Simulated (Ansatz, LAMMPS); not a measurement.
# Molecular dynamics of a frame of glassy nearly rigid 56P2O5-19MgO-19BaO-6Cr2O3 (mol %) from 1800 K, run at 300 K (80 atoms)

Aim: follow a frame of glassy nearly rigid 56P2O5-19MgO-19BaO-6Cr2O3 (mol %) from 1800 K, run at 300 K (80 atoms) for a short time with forces from DFT, then look at structure and electrons in the last frame.

Calculated with Ansatz 0.2.0; Kohn-Sham DFT, PBE, PAW (set soft_2), plane waves.

## (1) The starting structure

The cell holds 80 atoms: 18 P, 3 Mg, 3 Ba, 2 Cr and 54 O. Its edges and angles: a = 10.568 Å, b = 10.568 Å, c = 10.568 Å, α = 90.0°, β = 90.0°, γ = 90.0°. 80 atoms (18 P, 3 Mg, 3 Ba, 2 Cr, 54 O) placed at random at 2.94 g/cm³, melted at 4000 K for 10 ps at fixed volume with the Morse and Coulomb pair potential with partial charges (Pedone, Malavasi, Menziani, Cormack and Segre, J. Phys. Chem. B 110, 11780 (2006)). Snapshot at the end of a hold of 10 ps at 1800 K and zero pressure.

Before any run, some limits are plain. The starting topology of bonds comes from the classical model. The cell was made at 1800 K but the dynamics is set to 300 K: the trajectory isn't one at 1800 K. Without a Hubbard term or exact exchange, open shells on Cr are likely too delocalised. Sampling is at Γ alone, for a cell whose shortest periodic width is 11 Å. No spin–orbit coupling is included, so levels derived from the heavy atoms are approximate.

## (2) Single point at the start

The forces at the start show how far the geometry lies from a minimum of this functional.

Input file input.yaml:

```yaml
crystal:
  lattice:
    - [10.56752, 0.0, 0.0]
    - [0.0, 10.56752, 0.0]
    - [0.0, 0.0, 10.56752]
  atoms:
    - { symbol: P, position: [0.26023, 0.19572, 0.69817] }
    - { symbol: P, position: [0.86695, 0.83309, 0.45907] }
    - { symbol: P, position: [0.70477, 0.31244, 0.2985] }
    - { symbol: P, position: [0.07957, 0.41155, 0.63292] }
    [... 70 atom lines left out ...]
    - { symbol: O, position: [0.28735, 0.2181, 0.8384] }
    - { symbol: O, position: [0.81378, 0.13666, 0.74088] }
    - { symbol: O, position: [0.42924, 0.3146, 3.0e-05] }
    - { symbol: O, position: [0.38737, 0.19037, 0.64067] }
    - { symbol: O, position: [0.30774, 0.54778, 0.54237] }
    - { symbol: O, position: [0.09828, 0.43518, 0.158] }
magnetization:
  spin_polarized: true
kpoints:
  mp_grid: { grid: [1, 1, 1] }
hamiltonian:
  xc: pbe
scf:
  occupations: { method: gaussian, width: 0.05 }
  lower_state_search: "off"
output:
  forces: true
  stress: true
```

Run with:

```
$ ansatz run input.yaml --threads 8 --pin off --max-ram 15872MiB --backend cpu --events-out ev --progress --plain --runs-dir out
```

Run time: 55 s. Hardware: 8 threads of Arm Neoverse N1, shared host; peak memory 2.4 GiB.

The run gave:

```yaml
free_energy: -74639.2844 eV
free_energy_per_atom: -932.9911 eV/atom
scf_cycles: 38
pressure: 0.4277 GPa
r_m_s_force_component: 2.088 eV/Å
longest_force: 8.639 eV/Å
fermi_energy: 4.134 eV
absolute_moment: 7.325 μB
```

The r.m.s. force component of 2.1 eV/Å and the pressure of 0.43 GPa set the starting point.

Length of the force by element:

```
element  coordination  atoms  mean length of the force (eV/Å)  spread  least  most
     Ba           all      3                             1.64   0.604  0.824  2.26
     Cr           all      2                             1.68   0.388   1.29  2.07
     Mg           all      3                             1.76    1.09  0.695  3.25
      O           all     54                             2.62    1.55  0.401  8.64
      P           all     18                             5.08    1.73   1.79  7.64
```

## (3) Dynamics started at 300 K

A Langevin thermostat couples each atom to a heat bath, at the price of damped dynamics. The time step is 1.0 fs.

input.yaml: that of step 2 with these lines changed.

```diff
@@ -19 +19,8 @@
   stress: true
+md:
+  timestep: 1.0
+  n_steps: 130
+  ensemble: nvt_langevin
+  temperature: 300
+  initial_velocities: maxwell_boltzmann
+  seed: 6161
```

The job ended after 48 min (8 threads; peak memory 2.5 GiB).

The program notes that the SCF threshold is loose for the stress and it switched symmetry off.

Rows from the run:

```
time (fs)  T (K)  potential (meV/atom)
      0.0    296                   0.0
      9.0    864                 -78.7
     17.0    943                -103.6
     26.0    976                -120.5
     35.0    838                -117.0
     43.0    931                -141.8
     52.0    898                -159.0
     61.0    853                -171.3
     69.0    785                -172.3
     78.0    698                -173.4
     87.0    710                -181.4
     95.0    738                -191.6
    104.0    730                -205.0
    113.0    592                -197.1
    121.0    576                -205.4
    130.0    646                -215.1
```

Mean square displacement from the first frame to the last: P 0.18 Å², Mg 0.63 Å², Ba 0.19 Å², Cr 0.13 Å², O 0.30 Å².

Mean square displacement against time lag:

```
time lag (fs)  Ba (Å²)  Cr (Å²)  Mg (Å²)   O (Å²)   P (Å²)
          1.0   1.8e-5   2.6e-5   1.3e-4   1.1e-4   6.8e-5
          3.0   1.6e-4   2.4e-4  0.00121  0.00101   6.1e-4
          6.0   6.6e-4   9.5e-4  0.00488  0.00394  0.00236
          9.0  0.00149  0.00213   0.0111  0.00852  0.00505
         11.0  0.00224  0.00317   0.0165   0.0123  0.00722
         14.0  0.00366  0.00508   0.0268   0.0188   0.0108
         17.0  0.00544  0.00739   0.0394   0.0259   0.0145
         19.0  0.00683  0.00913   0.0489   0.0308   0.0170
         22.0  0.00922   0.0120   0.0650   0.0385   0.0207
         25.0   0.0120   0.0151   0.0830   0.0463   0.0243
         27.0   0.0140   0.0173   0.0959   0.0516   0.0267
         30.0   0.0174   0.0207    0.116   0.0597   0.0303
         33.0   0.0211   0.0241    0.138   0.0677   0.0338
         35.0   0.0238   0.0265    0.153   0.0731   0.0361
         38.0   0.0281   0.0300    0.177   0.0811   0.0395
         41.0   0.0327   0.0336    0.200   0.0889   0.0426
         43.0   0.0360   0.0360    0.216   0.0939   0.0446
         46.0   0.0412   0.0395    0.240    0.101   0.0474
         49.0   0.0466   0.0430    0.263    0.108   0.0502
         51.0   0.0504   0.0454    0.277    0.112   0.0521
         54.0   0.0564   0.0489    0.298    0.119   0.0552
         57.0   0.0625   0.0525    0.318    0.125   0.0586
         59.0   0.0667   0.0548    0.330    0.129   0.0612
         62.0   0.0732   0.0583    0.347    0.135   0.0654
         65.0   0.0799   0.0616    0.363    0.142   0.0701
```

Over the second half of 130 fs the temperature averages 687 K, falling from about 762 to 591 K (means over the first and last quarter of that half). From first frame to last Mg has the largest mean square displacement, 0.63 Å² at the end; the farthest move is 1.24 Å. The mean temperature of 687 K lies well off the 300 K of the input, so the thermostat hasn't yet brought the run to equilibrium. The count of bonds goes from 116 in the first frame to 116 in the last, by one set of cutoffs: 5 pairs passed out of them and 5 came within. The run spans 0.13 ps, too short for its means to be equilibrium values.

## (4) Local order late in the run

The g(r) is a mean over the second half; what follows it is taken at the last frame.

Bonds before and after, by the cutoffs listed below:

```
pair  bonds before  bonds after  mean before (Å)  mean after (Å)  spread before (Å)  spread after (Å)
 O-P            73           72            1.565           1.570              0.094             0.076
O-Ba            21           21            3.009           2.943              0.227             0.250
O-Mg            11           12            2.082           2.035              0.183             0.112
O-Cr            11           11            2.153           2.033              0.247             0.119
```

Density 2.83 g/cm³, 14.75 Å³ an atom.

Mean of 15 frames. g(r), total and by pair (bins of 0.2 Å):

```
r (Å)  total   O-O    O-P  O-Ba  O-Mg  O-Cr   P-P
 1.40   0.89  0.00   2.92  0.00  0.00  0.00  0.00
 1.60   3.15  0.00  10.38  0.00  0.00  0.00  0.00
 1.80   0.37  0.00   0.82  0.00  1.13  1.95  0.00
 2.00   0.44  0.00   0.04  0.00  5.03  5.12  0.00
 2.20   0.28  0.07   0.03  0.00  2.26  3.89  0.00
 2.40   0.84  1.76   0.02  0.37  0.00  0.42  0.00
 2.60   1.71  3.58   0.01  1.46  0.14  0.00  0.00
 2.80   0.62  0.97   0.08  1.72  0.24  0.00  0.76
 3.00   0.78  0.87   0.28  1.78  0.31  0.25  2.92
 3.20   0.81  0.78   0.44  1.42  0.81  0.25  1.69
 3.40   0.86  0.77   0.97  0.60  1.02  0.37  0.26
 3.60   1.04  0.88   1.29  1.29  1.27  0.71  0.07
 3.80   1.06  0.72   1.65  0.43  1.13  1.49  0.42
 4.00   1.06  0.73   1.59  1.06  1.24  1.04  0.44
 4.20   1.02  0.78   1.35  0.90  0.98  1.56  0.66
 4.40   1.14  0.93   1.11  1.26  1.83  2.16  1.37
 4.60   1.09  1.17   0.96  1.27  1.01  1.56  1.39
 4.80   1.14  1.36   0.80  0.98  1.00  1.06  1.45
 5.00   0.95  1.18   0.69  0.98  0.85  0.21  1.54
 5.20   0.97  1.14   0.80  1.17  0.88  0.68  1.15
```

Bonds by pair of elements; cutoffs follow the first minimum of g(r), held within bounds set by covalent radii, and pairs that aren't listed don't count as bonded:

```
pair A-B  cutoff (Å)  bonds  mean length (Å)  spread (Å)  shortest (Å)  B about A  A about B
     O-P        2.11     72             1.57       0.076          1.44       1.33          4
    O-Ba        3.43     21             2.94        0.25          2.49      0.389          7
    O-Mg        2.48     12             2.04       0.112          1.89      0.222          4
    O-Cr        2.73     11             2.03       0.119          1.83      0.204        5.5
```

How many atoms have how many bonded neighbours:

```
element  mean  1   2   3   4  5  6  7  8
     Ba     7  0   0   0   0  0  1  1  1
     Cr   5.5  0   0   0   0  1  1  0  0
     Mg     4  0   0   0   3  0  0  0  0
      O  2.15  4  38  12   0  0  0  0  0
      P     4  0   0   0  18  0  0  0  0
```

Bond angles, per cent of each kind in bins of 5°:

```
angle (°)  O-P-O  O-Ba-O  O-Cr-O  Ba-O-P  P-O-P
    40–45    0.0     1.6     0.0     0.0    0.0
    45–50    0.0     6.2     0.0     0.0    0.0
    50–55    0.0     4.7     0.0     0.0    0.0
    55–60    0.0     3.1     0.0     0.0    0.0
    60–65    0.0     3.1     0.0     0.0    0.0
    65–70    0.0     7.8     0.0     4.5    0.0
    70–75    0.0     4.7     0.0     0.0    0.0
    75–80    0.0    12.5     4.0     0.0    0.0
    80–85    0.0     4.7    20.0     4.5    0.0
    85–90    0.9     0.0    20.0     0.0    0.0
    90–95    4.6     4.7     8.0     4.5    0.0
   95–100    8.3     3.1     8.0    18.2    0.0
  100–105   16.7     6.2    12.0     9.1    0.0
  105–110   29.6     4.7     4.0     4.5    0.0
  110–115   17.6     6.2     0.0     4.5    0.0
  115–120    9.3     1.6     0.0     0.0    0.0
  120–125    9.3     1.6     4.0     4.5   16.7
  125–130    3.7     4.7     0.0    22.7    0.0
  130–135    0.0     3.1     0.0    13.6   16.7
  135–140    0.0     1.6     0.0     0.0   16.7
  140–145    0.0     3.1     0.0     0.0   22.2
  145–150    0.0     3.1     8.0     0.0    5.6
  150–155    0.0     4.7     0.0     4.5   11.1
  155–160    0.0     1.6     0.0     4.5    0.0
  160–165    0.0     0.0     0.0     0.0    5.6
  165–170    0.0     0.0     8.0     0.0    5.6
  170–175    0.0     0.0     4.0     0.0    0.0
  175–180    0.0     1.6     0.0     0.0    0.0
```

Bond angles (no mean is given where the spread exceeds 20°):

```
 angle  count  mean (°)  spread (°)
 O-P-O    108       109         8.4
O-Ba-O     64         -           -
O-Cr-O     25         -           -
Ba-O-P     22         -           -
 P-O-P     18       141        12.4
```

Oxygen atoms by the number of network formers (Si, P, Ge, B, Al, As, Ga) bound to them:

```
network formers bound to O  O atoms  per cent
                         0        0         0
                         1       36      66.7
                         2       18      33.3
```

Network units: each former by its oxygen neighbours and how many of them bridge to another former:

```
former  O neighbours  bridging O  atoms
     P             4           1      5
     P             4           2      9
     P             4           3      3
     P             4           4      1
```

Bond length by coordination (bonds to H left out):

```
element  coordination  atoms  mean bond length (Å)
     Ba             6      1                  2.85
     Ba             7      1                  2.96
     Ba             8      1                  2.99
     Cr             5      1                  2.06
     Cr             6      1                  2.01
      O             1      4                  1.46
      O             2     38                  1.80
      O             3     12                  2.19
```

Rings of the network by King's shortest-path rule, up to 12 atoms, one path for each pair of neighbours; H, halogens, alkali and alkaline-earth atoms are left out, and the last column divides by all other atoms, bonded or not:

```
ring size (atoms)  rings  per network atom
                8      1             0.014
               10      2             0.027
               12      2             0.027
```

Counting bonds as in the table, 50 % of Cr atoms have 5 and as many 6, all Mg atoms have 4 and 70 % of O atoms have 2 bonded neighbours. The O-P-O angle averages 109° with a spread of 8°. Counting bonds to P alone, not to Cr, 33 % of the oxygens join two of these atoms and 67 % one. The commonest P unit has 4 oxygens, 2 of them shared with other formers (9 of 18 atoms). Rings of 10 and 12 atoms are the most common (40 % each of those counted); sizes run from 8 to 12, where the search stops.

(Continued in part 2 of 2.)

[Logs are printed without paths, hosts, clocks, repeated set-up lines and the standing remarks that a program may print on its own settings, such as how far it seeks lower states.]

[Hosts, paths, dates, database ids (printed as entryN), source tags and the programs' standing remarks are cut or masked in the printed files.]
